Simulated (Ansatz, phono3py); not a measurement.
# Heat carried by phonons in KI (Fm-3m), part 2 of 3

Aim: the lattice thermal conductivity of KI against temperature, and which phonons carry it.

Experimental results on record:
- thermal conductivity 2.6 W/m/K near room temperature (given in “Combining the AFLOW GIBBS and Elastic Libraries to efficiently and robustly screen thermo-mechanical properties of solids”, 2017, arXiv:1611.05714)
- thermal conductivity 2.6 W/m/K near room temperature (given in “Predicting the lattice thermal conductivity of solids by solving the Boltzmann transport equation: AFLOW - AAPL an automated, accurate and efficient framework”, 2017, arXiv:1611.05481)

Ansatz 0.2.0; DFT LDA, scalar-relativistic, plane waves, PAW; PAW set soft_1.

So far. Step 2 (A first coarse run): The start is under -1.3 GPa at this level and looks like an insulator or semiconductor on this mesh. Step 5 (Relaxing to small residual forces and stress): The residual pressure is 1.0e-4 GPa, small enough for phonons. The relaxed cell has a = 6.818 Å (conventional setting).

## 6. A cheap rung, q-mesh of the transport sums 9×9×9, supercell 2×2×2

A small supercell and a short cutoff cost little, and show how far such settings carry.

input.yaml reads:

```yaml
crystal:
  lattice:
    - [0.0, 3.4089447823, 3.4089447823]
    - [3.4089447823, 0.0, 3.4089447823]
    - [3.4089447823, 3.4089447823, 0.0]
  atoms:
    - { symbol: K, position: [0.0, 0.0, 0.0] }
    - { symbol: I, position: [0.5, 0.5, 0.5] }
kpoints:
  mp_grid: { grid: [4, 4, 4] }
hamiltonian:
  xc: lda
  pseudopotentials: { kind: paw, azcp: { folder: soft_1 }, xc_functional: pbe }
scf:
  occupations: { method: fixed }
  lower_state_search: "off"
output:
  eigenvalues: true
phonons:
  method: fd
  dielectric: true
  supercell: [2, 2, 2]
  temperatures: { t_max: 1000, t_step: 50 }
  qpath:
    path:
      - [[0.0, 0.0, 0.0], [0.5, 0.0, 0.5], [0.625, 0.25, 0.625]]
      - [[0.375, 0.375, 0.75], [0.0, 0.0, 0.0], [0.5, 0.5, 0.5], [0.5, 0.25, 0.75], [0.5, 0.0, 0.5]]
    npoints: 10
  third_order: { supercell: [2, 2, 2], pair_cutoff: 3.559 }
  lattice_thermal_conductivity:
    qmesh: [9, 9, 9]
    temperatures: [100.0, 150.0, 200.0, 300.0, 400.0, 500.0]
    isotope_mass_variance: [{ species: I, variance: 0.0 }, { species: K, variance: 0.000164 }]
```

Launch:

```console
$ ansatz run input.yaml --threads 8 --pin off --max-ram 19456MiB --backend cpu --events-out ev --progress --plain --runs-dir out
```

Numbers of over 12 decimals in the logs are rounded to 6 here.

Log:

```text
Warning: phonons.dielectric: true without phonons.rigid_motions: the static dielectric tensor ε⁰ will be withheld (ε∞, Z* and the rows of modes are given); for a crystal or a slab, whose only rigid motions are the translations, set phonons.rigid_motions: translations
[...]
Crystal: 16 atoms, lattice volume = 633.840 Å³
Basis set: ecut = 420 eV, 12339 PW (Γ)
Bands: 125, of which v1, the nominal top of the filled ones, is band 104 counted from 1 (103 counted from 0)
Symmetry: 384 space group operations
k-points: 3 of 8
[...]
SCF iter   1: F=—  HF=-70841.414021 eV  |F-HF|=—  |Δ(HF+E_count)|=         —  Δρ=1.21e-8  dr2=4.47e-13  ethr=1.00e-12  ⟨swp⟩=3.0  Hψ=945  notcnv=0  defer=5
[...]
SCF iter   2: F=-70841.414021 eV  HF=-70841.414021 eV  |F-HF|=2.91e-11  |Δ(HF+E_count)|=  2.91e-11  Δρ=5.32e-9  dr2=6.84e-14  ethr=1.00e-12  ⟨swp⟩=8.0  Hψ=928  notcnv=0
SCF 1 converged in 2 iterations: F = -70841.414021 eV  dr2 = 6.84e-14
[...]
Crystal: 2 atoms, lattice volume = 79.230 Å³
Basis set: ecut = 420 eV, 1471 PW (Γ), exchange–correlation on 72×72×72 points (8 copies of the dense FFT grid, shifted against one another)
Bands: 17, of which v1, the nominal top of the filled ones, is band 13 counted from 1 (12 counted from 0)
Symmetry: 48 space group operations
k-points: 13 of 64 (irreducible under 8 space group operations, time reversal used)
[...]
SCF iter   4: F=-8855.176753 eV  HF=-8855.176753 eV  |F-HF|=2.18e-11  |Δ(HF+E_count)|=  3.46e-11  Δρ=2.00e-7  dr2=2.54e-11  ethr=1.00e-12  ⟨swp⟩=7.5  Hψ=918  notcnv=0
SCF 2 converged in 4 iterations: F = -8855.176753 eV  dr2 = 2.54e-11
[...]
NSCF: frozen V_eff on 1 k-points
DFPT response loops at Γ: preconditioner auto → none (the input reference at scf.mixing.eps_inf says where Resta's filter doesn't serve); β = 0.50; Broyden in place of MSR1
── the response to a field inside a basis, on 4×4×4 k-points: an SCF that follows is theirs, and a resumed run solves both again ──
Bands: 14, of which v1, the nominal top of the filled ones, is band 13 counted from 1 (12 counted from 0)
k-points: 10 of 64 (irreducible under 12 space group operations)
[...]
Eigensolver: Dense (10 Hₖ)
SCF iter   1: F=—  HF=-8855.173581 eV  |F-HF|=—  |Δ(HF+E_count)|=         —  Δρ=1.04e-4  dr2=6.15e-6  ethr=1.00e-1
[...]
SCF iter   3: F=-8855.173581 eV  HF=-8855.173581 eV  |F-HF|=6.97e-8  |Δ(HF+E_count)|=   2.90e-7  Δρ=1.98e-5  dr2=9.57e-8  ethr=1.80e-9
SCF 1 converged in 3 iterations: F = -8855.173581 eV  dr2 = 9.57e-8
[...]
Symmetry: 8 space group operations
k-points: 4 of 8
[...]
SCF iter   7: F=-70841.414015 eV  HF=-70841.414015 eV  |F-HF|=1.46e-11  |Δ(HF+E_count)|=  1.46e-11  Δρ=9.44e-9  dr2=5.86e-13  ethr=1.00e-12  ⟨swp⟩=5.0  Hψ=1977  notcnv=0
SCF 2 converged in 7 iterations: F = -70841.414015 eV  dr2 = 5.86e-13
[...]
SCF iter   7: F=-70841.414015 eV  HF=-70841.414015 eV  |F-HF|=1.46e-11  |Δ(HF+E_count)|=  1.46e-11  Δρ=6.86e-9  dr2=4.14e-13  ethr=1.00e-12  ⟨swp⟩=5.0  Hψ=1939  notcnv=0
SCF 3 converged in 7 iterations: F = -70841.414015 eV  dr2 = 4.14e-13
Symmetry: 96 space group operations
[...]
SCF iter   3: F=-70841.414021 eV  HF=-70841.414021 eV  |F-HF|=7.28e-11  |Δ(HF+E_count)|=  7.28e-11  Δρ=1.35e-7  dr2=1.11e-10  ethr=1.00e-12  ⟨swp⟩=2.0  Hψ=1372  notcnv=0
SCF 4 converged in 3 iterations: F = -70841.414021 eV  dr2 = 1.11e-10
Symmetry: 6 space group operations
[...]
SCF iter   7: F=-70841.413214 eV  HF=-70841.413214 eV  |F-HF|=0.00e0  |Δ(HF+E_count)|=  4.37e-10  Δρ=1.09e-7  dr2=7.92e-11  ethr=1.00e-12  ⟨swp⟩=4.0  Hψ=1476  notcnv=0
SCF 5 converged in 7 iterations: F = -70841.413214 eV  dr2 = 7.92e-11
Symmetry: 2 space group operations
k-points: 6 of 8
[...]
SCF iter   7: F=-70841.411474 eV  HF=-70841.411474 eV  |F-HF|=1.46e-11  |Δ(HF+E_count)|=   1.27e-9  Δρ=1.95e-7  dr2=2.56e-10  ethr=1.00e-12  ⟨swp⟩=4.3  Hψ=2648  notcnv=0
SCF 6 converged in 7 iterations: F = -70841.411474 eV  dr2 = 2.56e-10
[...]
SCF 7 converged in 7 iterations: F = -70841.413339 eV  dr2 = 6.38e-11
Symmetry: 1 space group operations
k-points: 8
[...]
SCF 8 converged in 7 iterations: F = -70841.412429 eV  dr2 = 1.36e-10
[...]
SCF iter   7: F=-70841.411504 eV  HF=-70841.411504 eV  |F-HF|=5.82e-11  |Δ(HF+E_count)|=  6.98e-10  Δρ=1.45e-7  dr2=1.71e-10  ethr=1.00e-12  ⟨swp⟩=4.2  Hψ=2407  notcnv=0
SCF 17 converged in 7 iterations: F = -70841.411504 eV  dr2 = 1.71e-10
[...]
SCF iter   6: F=-70841.413347 eV  HF=-70841.413347 eV  |F-HF|=1.46e-11  |Δ(HF+E_count)|=   8.88e-9  Δρ=3.00e-7  dr2=7.03e-10  ethr=1.00e-12  ⟨swp⟩=3.2  Hψ=2819  notcnv=0
SCF 18 converged in 6 iterations: F = -70841.413347 eV  dr2 = 7.03e-10
[...]
SCF iter   7: F=-70841.412429 eV  HF=-70841.412429 eV  |F-HF|=0.00e0  |Δ(HF+E_count)|=  6.98e-10  Δρ=1.31e-7  dr2=1.44e-10  ethr=1.00e-12  ⟨swp⟩=4.0  Hψ=3408  notcnv=0
SCF 19 converged in 7 iterations: F = -70841.412429 eV  dr2 = 1.44e-10
[...]
SCF iter   7: F=-70841.412789 eV  HF=-70841.412789 eV  |F-HF|=2.91e-11  |Δ(HF+E_count)|=  5.68e-10  Δρ=1.56e-7  dr2=2.09e-10  ethr=1.00e-12  ⟨swp⟩=4.0  Hψ=2486  notcnv=0
SCF 20 converged in 7 iterations: F = -70841.412789 eV  dr2 = 2.09e-10
[...]
SCF iter   7: F=-70841.412097 eV  HF=-70841.412097 eV  |F-HF|=1.46e-11  |Δ(HF+E_count)|=  3.35e-10  Δρ=1.44e-7  dr2=1.68e-10  ethr=1.00e-12  ⟨swp⟩=4.0  Hψ=2436  notcnv=0
SCF 21 converged in 7 iterations: F = -70841.412097 eV  dr2 = 1.68e-10
[...]
SCF iter   7: F=-70841.412401 eV  HF=-70841.412401 eV  |F-HF|=2.91e-11  |Δ(HF+E_count)|=  4.95e-10  Δρ=1.46e-7  dr2=1.80e-10  ethr=1.00e-12  ⟨swp⟩=4.0  Hψ=3408  notcnv=0
SCF 22 converged in 7 iterations: F = -70841.412401 eV  dr2 = 1.80e-10
[...]
SCF iter   7: F=-70841.412762 eV  HF=-70841.412762 eV  |F-HF|=4.37e-11  |Δ(HF+E_count)|=  4.80e-10  Δρ=1.44e-7  dr2=1.40e-10  ethr=1.00e-12  ⟨swp⟩=4.0  Hψ=2436  notcnv=0
SCF 23 converged in 7 iterations: F = -70841.412762 eV  dr2 = 1.40e-10
[...]
SCF iter   7: F=-70841.412430 eV  HF=-70841.412430 eV  |F-HF|=0.00e0  |Δ(HF+E_count)|=  6.40e-10  Δρ=1.38e-7  dr2=1.51e-10  ethr=1.00e-12  ⟨swp⟩=4.0  Hψ=3528  notcnv=0
SCF 24 converged in 7 iterations: F = -70841.412430 eV  dr2 = 1.51e-10
[...]
SCF iter   7: F=-70841.412408 eV  HF=-70841.412408 eV  |F-HF|=2.91e-11  |Δ(HF+E_count)|=  5.53e-10  Δρ=1.47e-7  dr2=1.81e-10  ethr=1.00e-12  ⟨swp⟩=4.0  Hψ=3408  notcnv=0
SCF 25 converged in 7 iterations: F = -70841.412408 eV  dr2 = 1.81e-10
[...]
SCF iter   7: F=-70841.412017 eV  HF=-70841.412017 eV  |F-HF|=5.82e-11  |Δ(HF+E_count)|=  4.95e-10  Δρ=1.45e-7  dr2=1.58e-10  ethr=1.00e-12  ⟨swp⟩=4.0  Hψ=2403  notcnv=0
SCF 26 converged in 7 iterations: F = -70841.412017 eV  dr2 = 1.58e-10
SCF converged after 2 iterations
Free energy (F): -70841.414021 eV
[...]
Internal energy: -70841.414021 eV  (E = F + TS)
E sigma→0 (E₀):  -70841.414021 eV
Fermi energy:    2.942438 eV
[...]
--- Band table (eV) ---
  k-point 0: bands = [... 100 lower, 2.5004, 2.9424, 2.9424, 2.9424, 6.8103, 7.4455, 7.4455, 7.4455, ... 17 higher]
  k-point 1: bands = [... 100 lower, 2.7002, 2.7002, 2.7002, 2.7002, 7.9538, 7.9538, 8.3325, 8.3325, ... 17 higher]
  k-point 2: bands = [... 100 lower, 2.6875, 2.6875, 2.6875, 2.6875, 8.0904, 8.0904, 8.2558, 8.2558, ... 17 higher]
--- Phonons: 2 displaced members + reference (amplitude 0.0025 Å, Σ member SCF iterations 14) ---
  symmetry images taken by strict's conditions (phonons.symmetry_images: auto; settled by no image being taken that strict refuses); asymmetry of the core-correction force 3.2e-15 eV/Å at the most on a site, 4.5e-14 eV/Å summed over every site of the supercell
  ASR residual: 4.749e-5 → 0.000e0 eV/Å²; symmetrization residual: 1.101e-4 eV/Å²
  largest component of a force at the reference: 1.2e-27 eV/Å
  ASR residual per site (eV/Å²): 1.82e-5 4.75e-5
  Γ frequencies (cm⁻¹): 0.00 0.00 0.00 114.72 114.72 114.72
  Unit cell's response to a homogeneous field: 3 representative field directions (Σ response iterations 9)
  ε∞ (high-frequency dielectric tensor):
        3.120429     0.000000    -0.000000
        0.000000     3.120429     0.000000
       -0.000000     0.000000     3.120429
  ε⁰ (static dielectric tensor): not given — the deck does not say what the cell's rigid motions are, and on a molecule in a box or a wire the rigid rotations would enter the sum over the modes at Γ. For a crystal or a slab, whose only rigid motions are the translations, set phonons.rigid_motions: translations.
  Born effective charges Z* (e; rows j = field, columns β = displacement):
    site 0:
         1.10429    0.00000    0.00000
         0.00000    1.10429    0.00000
        -0.00000   -0.00000    1.10429
    site 1:
        -1.10429   -0.00000   -0.00000
        -0.00000   -1.10429   -0.00000
         0.00000    0.00000   -1.10429
  Z* charge neutrality: 8.499e-4 e pre-enforcement
  solved inside a basis spanned on the 4×4×4 k-mesh, on 4×4×4 k-points, its susceptibility summed on 8×8×8: ε∞ is read to err by 6.7e-3, Z* by 1.8e-2 e; Z* is corrected for what the basis lacks
  optical modes at Γ without the LO–TO term, one row a degenerate level:
      ω (cm⁻¹)  modes    IR ((D/Å)²/amu)
        114.72      3             2.8238
  optical modes at Γ + LO–TO along q̂ = [1.0000, 0.0000, 0.0000]:
      ω (cm⁻¹)  modes    IR ((D/Å)²/amu)
        114.72      2             1.8825
        145.88      1             0.9413
  optical modes at Γ + LO–TO along q̂ = [0.0000, 1.0000, 0.0000]:
      ω (cm⁻¹)  modes    IR ((D/Å)²/amu)
        114.72      2             1.8825
        145.88      1             0.9413
  optical modes at Γ + LO–TO along q̂ = [0.0000, 0.0000, 1.0000]:
      ω (cm⁻¹)  modes    IR ((D/Å)²/amu)
        114.72      2             1.8825
        145.88      1             0.9413
  density of states and harmonic sums: on the 16×16×16 q-mesh, interpolated from the force constants of a 2×2×2 supercell (with the dipole–dipole term)
  largest difference from the sums on the solved wave vectors: F 9.40e-2 eV, S 1.26e-4 and C_V 3.22e-5 eV/K
  zero-point energy: 0.030871 eV/cell   skipped modes (ω ≤ 0): 3   left out of the sums: 1.22e-4 of the cell's modes: C_V's classical limit lies that fraction below 3 k_B per atom; for a crystal, a wire or a layer, F and S can be off by more, and a phonons.interpolated_qmesh denser along its periods is the remedy for the sampling
--- Third-order force constants: 22 member SCFs in a 2×2×2 supercell (pair cutoff 3.559 Å, amplitude 0.03 Å, SCF threshold 1.00e-9 eV, Σ member SCF iterations 152) ---
[...]
38 force-constant blocks with the first atom in the home cell, fitted with 6 parameters over 4 symmetry orbits; no atom triplet left out
  sum-rule residual: 7.787e-2 → 1.110e-16 eV/Å³; symmetrization residual: 4.031e-3 eV/Å³; largest sum-rule correction relative to its orbit: 3.124e-2, on the orbit of the block of home site 0 with site 1 of cell (-1, -1, 0) and site 0 of cell (0, 0, 0), whose norm before the correction was 3.447e0 eV/Å³
--- Lattice thermal conductivity: 9×9×9 mesh (35 irreducible points), tetrahedron method ---
  three-phonon and isotope scattering only; four-phonon, boundary and, in a metal, phonon-electron scattering are left out
  each conductivity is what the modes' populations carry and what the coherences between them add
  conductivity (a third of the tensor's trace), W/(m K), in the relaxation-time approximation and from the full solution:
       T (K)   relaxation time   full solution  iterations             ending  least Ritz value
      100.00           19.2975         20.3408           8          converged          5.896e-1
      150.00           12.4131         13.1073           8          converged          5.799e-1
      200.00            9.2048          9.7288           8          converged          5.753e-1
      300.00            6.1056          6.4588           8          converged          5.709e-1
      400.00            4.5869          4.8537           8          converged          5.688e-1
      500.00            3.6837          3.8981           8          converged          5.676e-1
```

Wall time 84 s (8 threads of Arm Neoverse V1, shared host); peak memory 2.7 GiB.

This step gave:

| Property | Result |
| --- | --- |
| Γ frequencies | 0, 0, 0, 114.7, 114.7, 114.7 cm⁻¹ (negative: imaginary) |
| lowest frequency on the path | 0 cm⁻¹ |
| zero-point energy | 0.03087 eV/cell |
| point group | m-3m |
| highest frequency | 145.9 cm⁻¹ |
| Debye temperature from the second moment | 169 K |
| κ at 300 K (relaxation time) | 6.106 W/m/K |
| κ at 300 K (full solution) | 6.459 W/m/K |
| dipole term | run |
| mean free path at half of κ | 43.9 nm |
| share of κ above the three lowest branches | 0.025 |
| third-order blocks | 38 |
| periodic aliases dropped | 0 |
| largest relative sum-rule correction | 0.03124 |
| displaced cells, third order | 22 |

W/m/K. Kappa, by row:

```tsv
T (K)	RTA xx	RTA yy	RTA zz	full xx	full yy	full zz	coherence part xx	coherence part yy	coherence part zz	ending	iterations	least Ritz value
100	19.3	19.3	19.3	20.34	20.34	20.34	0.02174	0.02174	0.02174	converged	8	0.59
150	12.41	12.41	12.41	13.11	13.11	13.11	0.03113	0.03113	0.03113	converged	8	0.58
200	9.205	9.205	9.205	9.729	9.729	9.729	0.03842	0.03842	0.03842	converged	8	0.575
300	6.106	6.106	6.106	6.459	6.459	6.459	0.04979	0.04979	0.04979	converged	8	0.571
400	4.587	4.587	4.587	4.854	4.854	4.854	0.05868	0.05868	0.05868	converged	8	0.569
500	3.684	3.684	3.684	3.898	3.898	3.898	0.06586	0.06586	0.06586	converged	8	0.568
```

This rung gives 6.11 W/(m K) at 300 K by relaxation time, but with 16 atoms, 1 neighbour distance inside the cutoff and a 9×9×9 mesh it is a test, not the conductivity of the crystal.

[end of part 2 of 3]

[Logs are printed without paths, hosts, clocks, repeated set-up lines and the standing remarks that a program may print on its own settings, such as how far it seeks lower states.]

[Hosts, paths, dates, database ids (printed as entryN), source tags and the programs' standing remarks are cut or masked in the printed files.]

[A step with changed settings may run another functional than the one named; its input shows which.]
